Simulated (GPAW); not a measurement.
**KNaCl2 (R-3m): G0W0 on several meshes in GPAW**

Wanted: mesh dependence and cost of G0W0 for KNaCl2 (R-3m).

Calculated with GPAW 26.7.0; LDA and many-body steps on it, plane waves.

### Step 1. The structure

It takes space group R-3m (No. 166, trigonal). Conventional cell: a = 4.173 Å, b = 4.173 Å, c = 20.848 Å, α = 90.00°, β = 90.00°, γ = 120.00°. Nearest to K lie 6 Cl at 3.09 Å. Na has 6 Cl at 2.86 Å nearest. Cl has 3 Na at 2.86 Å and 3 K at 3.09 Å nearest. Farther neighbours and most contacts between anions are not listed.

Structure file:

```cif
data_structure
_symmetry_space_group_name_H-M 'P 1'
_symmetry_Int_Tables_number 1
_cell_length_a 7.3552
_cell_length_b 7.3552
_cell_length_c 7.3552
_cell_angle_alpha 32.957
_cell_angle_beta 32.957
_cell_angle_gamma 32.957
_cell_volume 104.79
loop_
_atom_site_label
_atom_site_type_symbol
_atom_site_fract_x
_atom_site_fract_y
_atom_site_fract_z
_atom_site_occupancy
K1 K 0.50000 0.50000 0.50000 1
Na2 Na 0.00000 0.00000 0.00000 1
Cl3 Cl 0.74047 0.74047 0.74047 1
Cl4 Cl 0.25953 0.25953 0.25953 1
```

The cell and positions are those that the Materials Project relaxed with its own functionals (PBE, PBE+U or r2SCAN), kept fixed.

### Step 2. Empty states on the mesh, 4×4×4 mesh, 180 bands

This step: GPAW 26.7.0; DFT, LDA, plane waves, PAW.

The sums over transitions need many empty states on a uniform mesh; this step solves for them.

Contents of run.py:

```python
import json
import numpy as np
from gpaw.mpi import world
from gpaw import GPAW

calc = GPAW('gs.gpw').fixed_density(kpts={'size': (4, 4, 4), 'gamma': True},
    parallel={'domain': 1, 'band': 1},
    txt='nscf.txt')
calc.diagonalize_full_hamiltonian(nbands=180)
calc.write('full.gpw', mode='all')
res = {}
kpts = calc.get_ibz_k_points()
res['kpts'] = kpts
res['eigenvalues'] = [calc.get_eigenvalues(kpt=k) for k in range(len(kpts))]
res['n_electrons'] = calc.get_number_of_electrons()

if world.rank == 0:
    with open('result.json', 'w') as f:
        json.dump(res, f, default=lambda x: x.tolist())
```

On the command line:

```sh
$ mpirun -n 4 gpaw python run.py
```

Numbers of over 12 decimals in the logs are rounded to 6 here.

What it wrote:

```text
Diagonalizing LCAO Hamiltonian
Converting LCAO to pw mode
convergence criteria:
- Maximum integral of absolute [eigenst]ate change: 4e-08 eV^2 / valence electron
maximum number of iterations: 100

SCF iterations
|iter     |     time |      energy | eigst |  dens |
|iter:   1|  |             | +0.81 |       |
|iter:   2|  |             | +0.19 |       |
|iter:   3|  |             | -0.77 |       |
[...]
|iter:  21|  |             | -7.07 |       |
|iter:  22|  |             | -7.32 |       |
|iter:  23|  |             | -7.59c|       |
SCF steps: 23
  __  _  _
 | _ |_)|_||  |
 |__||  | ||/\| - 26.7.0

Input parameters:
  mode=PW(ecut=450.000000),
  convergence={'density': 1e-06, 'bands': -3},
  gpts=array([36, 36, 36]),
  kpts=MonkhorstPack(size=(4, 4, 4), gamma=True),
  maxiter=100,
  nbands=23,
  occupations=Occupations(name='fermi-dirac', width=0.001, fixmagmom=False),
  parallel={'domain': 1, 'band': 1},
  xc=XC(name='LDA')
Matrix size: 2293x2293
# Writing to full.gpw (mode='all')
  [... matrices ...]

timing:  # [seconds]
  Total: 82.976  # ━━━━━━━━━━━━━━━━━━━━━━━━━━━━━━━━━━━━━━━━━━━━━━━━━━━━━━━━━━
```

Elapsed: 1.9 min, on 4 MPI ranks of Arm Neoverse N1, shared host; peak memory 2.4 GiB; 7.4 min of CPU time.

Numbers from this step:

```yaml
gap: 4.696 eV
k_of_the_valence_top: 0, 0, 0
k_of_the_conduction_bottom: 0, 0, 0
least_direct_gap: 4.696 eV
k_points_computed: 13
lowest_point_of_the_top_converged_band_above_the_valence_top: 73.2555 eV
```

On this mesh the gap is 4.696 eV.

### Step 3. 4×4×4

G0W0 replaces the xc potential by the self-energy, built once from these orbitals. Only a window of levels is corrected, while the sums run over the empty bands that the input names.

This step: G0W0 on LDA, plane waves, PAW.

Contents of run.py:

```python
import json
import numpy as np
from gpaw.mpi import world
from gpaw.response.g0w0 import G0W0

gw = G0W0('full.gpw',
    filename='gw',
    kpts=[0],
    bands=(13, 17),
    ecut=48,
    nbands=79,
    integrate_gamma='WS',
    ppa=True)
gw.calculate()
res = {mode: {k: v for k, v in r.items() if k != 'sigma_eskwn'}
       for mode, r in gw.all_results.items()}

if world.rank == 0:
    with open('result.json', 'w') as f:
        json.dump(res, f, default=lambda x: x.tolist())
```

On the command line:

```sh
$ mpirun -n 4 gpaw python run.py
```

What it wrote:

```text
Using integrator: PointIntegrator
FrequencyGridDescriptor(from 0.000+0.000j to 0.000+27.211j eV, 2 points)
Nonperiodic BCs:  [False False False]
Using integrator: PointIntegrator
FrequencyGridDescriptor(from 0.000+0.000j to 0.000+27.211j eV, 2 points)
Nonperiodic BCs:  [False False False]
  ___  _ _ _
 |   || | | |
 | | || | | |
 |__ ||_____|
 |___|

BZ k-points: Symmetries present (total): 12

  [... matrices ...]
64 k-points: 4 x 4 x 4 Monkhorst-Pack grid + [1/8,1/8,1/8]
13 k-points in the irreducible part of the Brillouin zone
       k-points in crystal coordinates                weights
   0:     0.00000000    0.00000000    0.00000000          1/64
   1:     0.25000000    0.00000000   -0.25000000          6/64
   2:     0.25000000    0.00000000    0.00000000          6/64
   3:     0.25000000    0.25000000   -0.25000000          6/64
   4:     0.25000000    0.25000000    0.00000000          6/64
   5:     0.25000000    0.25000000    0.25000000          2/64
   6:     0.50000000    0.00000000    0.00000000          3/64
   7:     0.50000000    0.25000000   -0.25000000          6/64
   8:     0.50000000    0.25000000    0.00000000         12/64
   9:     0.50000000    0.25000000    0.25000000          6/64
          ...
  12:     0.50000000    0.50000000    0.50000000          1/64

Distributing spins, k-points and bands (1 x 1 x 4) over 4 processes
Number of blocks: 1

Quasi particle states:
k-points (IBZ indices): [0]
Band range: (13, 17)
  [... matrices ...]
Computational parameters:
Plane wave cut-off: 48 eV
Number of bands: 79
Coulomb cutoff: None
Broadening: 0.1 eV

fxc modes: GW
Kernel: RPA
Using Godby-Needs plasmon-pole approximation:
  Fitting energy: i*E0, E0 = 1.000 Hartree
Summing all q:

Calculating screened Coulomb potential
No Coulomb truncation
FrequencyGridDescriptor(from 0.000+0.000j to 0.000+27.211j eV, 2 points)
Removing empty qpoint cache files...

Calculating chi0 body with:
    Ground state adapter containing:
    Number of spins: 1
    Number of kpoints: 64
    Number of irreducible kpoints: 13
    Number of completely occupied states: 15
    Number of partially occupied states: 15
    Occupied states memory: 10.6787109375 M / cpu

    Linear response parametrization:
    q_c: [0.0, 0.0, 0.0]
    Number of frequency points: 2
    Planewave cutoff: 48.0
    Number of bands: 79
    Number of planewaves: 91
    Broadening (eta): 1e-06
    comm.size: 4
    kncomm.size: 4
    blockcomm.size: 1

    Memory estimate of potentially large arrays:
        chi0_wGG: 0.252716 M / cpu
Integrating chi0 body.

Symmetries of q_c:
    Direct symmetries (Uq -> q): 12
    Indirect symmetries (TUq -> q): 0
In total 12 allowed symmetries.

  [... matrices ...]
13 groups of equivalent kpoints. 79.6875% reduction.

Integral kind: response function
Integrating chi0 head and wings.

Symmetries of q_c:
    Direct symmetries (Uq -> q): 12
    Indirect symmetries (TUq -> q): 0
In total 12 allowed symmetries.

  [... matrices ...]
13 groups of equivalent kpoints. 79.6875% reduction.

Integral kind: response function wings

Calculating chi0 body with:
    Ground state adapter containing:
    Number of spins: 1
    Number of kpoints: 64
    Number of irreducible kpoints: 13
    Number of completely occupied states: 15
    Number of partially occupied states: 15
    Occupied states memory: 10.6787109375 M / cpu

    Linear response parametrization:
[... the further q-points ...]

Results:
f:      Occupation numbers
eps:     KS-eigenvalues [eV]
vxc:     KS vxc [eV]
exx:     Exact exchange [eV]
sigma:   Self-energies [eV]
dsigma:  Self-energy derivatives
Z:       Renormalization factors
qp:      QP-energies [eV]

k-point 0 (0): (0.000, 0.000, 0.000)                GW
band       f     eps     vxc     exx   sigma  dsigma       Z      qp
                                                                   GW
  13   1.000  -0.502 -16.703 -20.906   2.547  -0.218   0.821  -1.861
  14   1.000  -0.497 -16.732 -20.919   2.537  -0.218   0.821  -1.852
  15   0.000   4.199  -9.312  -4.908  -2.816  -0.147   0.872   5.583
  16   0.000   6.516  -8.667  -4.153  -2.814  -0.150   0.870   7.995
```

Run time: 3.1 min. Hardware: 4 MPI ranks; peak memory 2 GiB.

Numbers from this step:

```yaml
g0w0_gap_on_the_points_computed: 7.435 eV
least_direct_g0w0_gap_on_the_computed_points: 7.435 eV
z_at_the_valence_top: 0.8210
z_at_the_conduction_bottom: 0.8716
starting_gap_on_the_mesh: 4.696 eV
k_of_the_valence_top: 0, 0, 0
k_of_the_conduction_bottom: 0, 0, 0
```

The gap on the mesh goes from 4.70 eV to 7.44 eV, a correction of +2.74 eV.

### Step 4. Empty states on the mesh, 2×2×2 mesh, 89 bands

This step: DFT, LDA, plane waves, PAW.

Contents of run.py:

```python
import json
import numpy as np
from gpaw.mpi import world
from gpaw import GPAW

calc = GPAW('gs.gpw').fixed_density(kpts={'size': (2, 2, 2), 'gamma': True},
    nbands=103,
    convergence={'bands': 89},
    txt='nscf.txt')
calc.write('full.gpw', mode='all')
res = {}
kpts = calc.get_ibz_k_points()
res['kpts'] = kpts
res['eigenvalues'] = [calc.get_eigenvalues(kpt=k) for k in range(len(kpts))]
res['n_electrons'] = calc.get_number_of_electrons()

if world.rank == 0:
    with open('result.json', 'w') as f:
        json.dump(res, f, default=lambda x: x.tolist())
```

On the command line:

```sh
$ mpirun -n 4 gpaw python run.py
```

What it wrote:

```text
Diagonalizing LCAO Hamiltonian
Converting LCAO to pw mode
convergence criteria:
- Maximum integral of absolute [eigenst]ate change: 4e-08 eV^2 / valence electron
maximum number of iterations: 100

SCF iterations
|iter     |     time |      energy | eigst |  dens |
|iter:   1|  |             | +3.84 |       |
|iter:   2|  |             | +2.60 |       |
|iter:   3|  |             | +1.45 |       |
[...]
|iter:  12|  |             | -6.32 |       |
|iter:  13|  |             | -7.10 |       |
|iter:  14|  |             | -7.62c|       |
SCF steps: 14
  __  _  _
 | _ |_)|_||  |
 |__||  | ||/\| - 26.7.0

Input parameters:
  mode=PW(ecut=450.000000),
  convergence={'bands': 89},
  gpts=array([36, 36, 36]),
  kpts=MonkhorstPack(size=(2, 2, 2), gamma=True),
  maxiter=100,
  nbands=103,
  occupations=Occupations(name='fermi-dirac', width=0.001, fixmagmom=False),
  parallel={},
  xc=XC(name='LDA')
# Writing to full.gpw (mode='all')
  [... matrices ...]

timing:  # [seconds]
  Total: 0.056  # ━━━━━━━━━━━━━━━━━━━━━━━━━━━━━━━━━━━━━━━━━━━━━━━━━━━━━━━━━━━
```

The job ended after 27 s (4 MPI ranks; peak memory 0.91 GiB; 1.8 min of CPU time).

Numbers from this step:

```yaml
gap: 4.696 eV
k_of_the_valence_top: 0, 0, 0
k_of_the_conduction_bottom: 0, 0, 0
least_direct_gap: 4.696 eV
k_points_computed: 4
lowest_point_of_the_top_converged_band_above_the_valence_top: 42.56 eV
```

On this mesh the gap is 4.696 eV.

### Step 5. 2×2×2

This step: G0W0 on LDA, plane waves, PAW.

Contents of run.py:

```python
import json
import numpy as np
from gpaw.mpi import world
from gpaw.response.g0w0 import G0W0

gw = G0W0('full.gpw',
    filename='gw',
    kpts=[0],
    bands=(13, 17),
    ecut=48,
    nbands=79,
    integrate_gamma='WS',
    ppa=True)
gw.calculate()
res = {mode: {k: v for k, v in r.items() if k != 'sigma_eskwn'}
       for mode, r in gw.all_results.items()}

if world.rank == 0:
    with open('result.json', 'w') as f:
        json.dump(res, f, default=lambda x: x.tolist())
```

On the command line:

```sh
$ mpirun -n 4 gpaw python run.py
```

What it wrote:

```text
Using integrator: PointIntegrator
FrequencyGridDescriptor(from 0.000+0.000j to 0.000+27.211j eV, 2 points)
Nonperiodic BCs:  [False False False]
Using integrator: PointIntegrator
FrequencyGridDescriptor(from 0.000+0.000j to 0.000+27.211j eV, 2 points)
Nonperiodic BCs:  [False False False]
  ___  _ _ _
 |   || | | |
 | | || | | |
 |__ ||_____|
 |___|

BZ k-points: Symmetries present (total): 12

  [... matrices ...]
8 k-points: 2 x 2 x 2 Monkhorst-Pack grid + [1/4,1/4,1/4]
4 k-points in the irreducible part of the Brillouin zone
       k-points in crystal coordinates                weights
   0:     0.00000000    0.00000000    0.00000000          1/8
   1:     0.50000000    0.00000000    0.00000000          3/8
   2:     0.50000000    0.50000000    0.00000000          3/8
   3:     0.50000000    0.50000000    0.50000000          1/8

Distributing spins, k-points and bands (1 x 1 x 4) over 4 processes
Number of blocks: 1

Quasi particle states:
k-points (IBZ indices): [0]
Band range: (13, 17)
  [... matrices ...]
Computational parameters:
Plane wave cut-off: 48 eV
Number of bands: 79
Coulomb cutoff: None
Broadening: 0.1 eV

fxc modes: GW
Kernel: RPA
Using Godby-Needs plasmon-pole approximation:
  Fitting energy: i*E0, E0 = 1.000 Hartree
Summing all q:

Calculating screened Coulomb potential
No Coulomb truncation
FrequencyGridDescriptor(from 0.000+0.000j to 0.000+27.211j eV, 2 points)
Removing empty qpoint cache files...

Calculating chi0 body with:
    Ground state adapter containing:
    Number of spins: 1
    Number of kpoints: 8
    Number of irreducible kpoints: 4
    Number of completely occupied states: 15
    Number of partially occupied states: 15
    Occupied states memory: 10.6787109375 M / cpu

    Linear response parametrization:
    q_c: [0.0, 0.0, 0.0]
    Number of frequency points: 2
    Planewave cutoff: 48.0
    Number of bands: 79
    Number of planewaves: 91
    Broadening (eta): 1e-06
    comm.size: 4
    kncomm.size: 4
    blockcomm.size: 1

    Memory estimate of potentially large arrays:
        chi0_wGG: 0.252716 M / cpu
Integrating chi0 body.

Symmetries of q_c:
    Direct symmetries (Uq -> q): 12
    Indirect symmetries (TUq -> q): 0
In total 12 allowed symmetries.

  [... matrices ...]
4 groups of equivalent kpoints. 50.0% reduction.

Integral kind: response function
Integrating chi0 head and wings.

Symmetries of q_c:
    Direct symmetries (Uq -> q): 12
    Indirect symmetries (TUq -> q): 0
In total 12 allowed symmetries.

  [... matrices ...]
4 groups of equivalent kpoints. 50.0% reduction.

Integral kind: response function wings

Calculating chi0 body with:
    Ground state adapter containing:
    Number of spins: 1
    Number of kpoints: 8
    Number of irreducible kpoints: 4
    Number of completely occupied states: 15
    Number of partially occupied states: 15
    Occupied states memory: 10.6787109375 M / cpu

    Linear response parametrization:
[... the further q-points ...]

Results:
f:      Occupation numbers
eps:     KS-eigenvalues [eV]
vxc:     KS vxc [eV]
exx:     Exact exchange [eV]
sigma:   Self-energies [eV]
dsigma:  Self-energy derivatives
Z:       Renormalization factors
qp:      QP-energies [eV]

k-point 0 (0): (0.000, 0.000, 0.000)                GW
band       f     eps     vxc     exx   sigma  dsigma       Z      qp
                                                                   GW
  13   1.000  -0.502 -16.703 -21.085   2.652  -0.220   0.820  -1.920
  14   1.000  -0.497 -16.732 -20.915   2.544  -0.219   0.820  -1.842
  15   0.000   4.199  -9.312  -4.774  -2.932  -0.153   0.867   5.592
  16   0.000   6.516  -8.667  -4.019  -2.911  -0.155   0.866   8.020
```

Elapsed: 19 s, on 4 MPI ranks; peak memory 1.5 GiB; 76 s of CPU time.

This step gave:

```yaml
g0w0_gap_on_the_points_computed: 7.434 eV
least_direct_g0w0_gap_on_the_computed_points: 7.434 eV
z_at_the_valence_top: 0.8204
z_at_the_conduction_bottom: 0.8671
starting_gap_on_the_mesh: 4.696 eV
k_of_the_valence_top: 0, 0, 0
k_of_the_conduction_bottom: 0, 0, 0
```

Against G0W0 in GPAW (4×4×4 mesh, 79 bands, screening to 48 eV, Godby-Needs plasmon pole), the gap moves by −0.002 eV.

### Step 6. The runs together

Times are wall times on 4 MPI ranks of Arm Neoverse N1, shared host, good to a factor of about two.

| run | mesh | bands | screening cutoff (eV) | DFT gap (eV) | gap on the mesh (eV) | direct (eV) | time |
| --- | --- | --- | --- | --- | --- | --- | --- |
| 4×4×4 | 4×4×4 | 79 | 48 | 4.696 | 7.435 | 7.435 | 3.1 min |
| 2×2×2 | 2×2×2 | 79 | 48 | 4.696 | 7.434 | 7.434 | 19 s |

### Step 7. Results

```json
{
 "4×4×4": "7.435 eV",
 "2×2×2": "7.434 eV",
 "known limits": "not at the basis limit; coarse k mesh"
}
```

2×2×2: −0.002 eV against 4×4×4. Bands and cutoff are finite, so the gap is not at the basis limit. The miss can reach some tenths of an eV and take either sign; the mesh is an error of its own. These stock PAW sets were not made for GW. In the G0W0 runs levels were corrected at 1 k point alone, so a gap called «on the mesh» is the least over those, and an edge elsewhere would be missed.

[Paths, hosts, dates, memory and timing lines, banners, echoed tables and standing remarks are left out of the program output.]

[Logs are printed without paths, hosts, clocks, repeated set-up lines and the standing remarks that a program may print on its own settings, such as how far it seeks lower states.]

[Runs of the session that timed out or met a known fault of the program may be left out.]

[Hosts, paths, dates, database ids (printed as entryN), source tags and the programs' standing remarks are cut or masked in the printed files.]
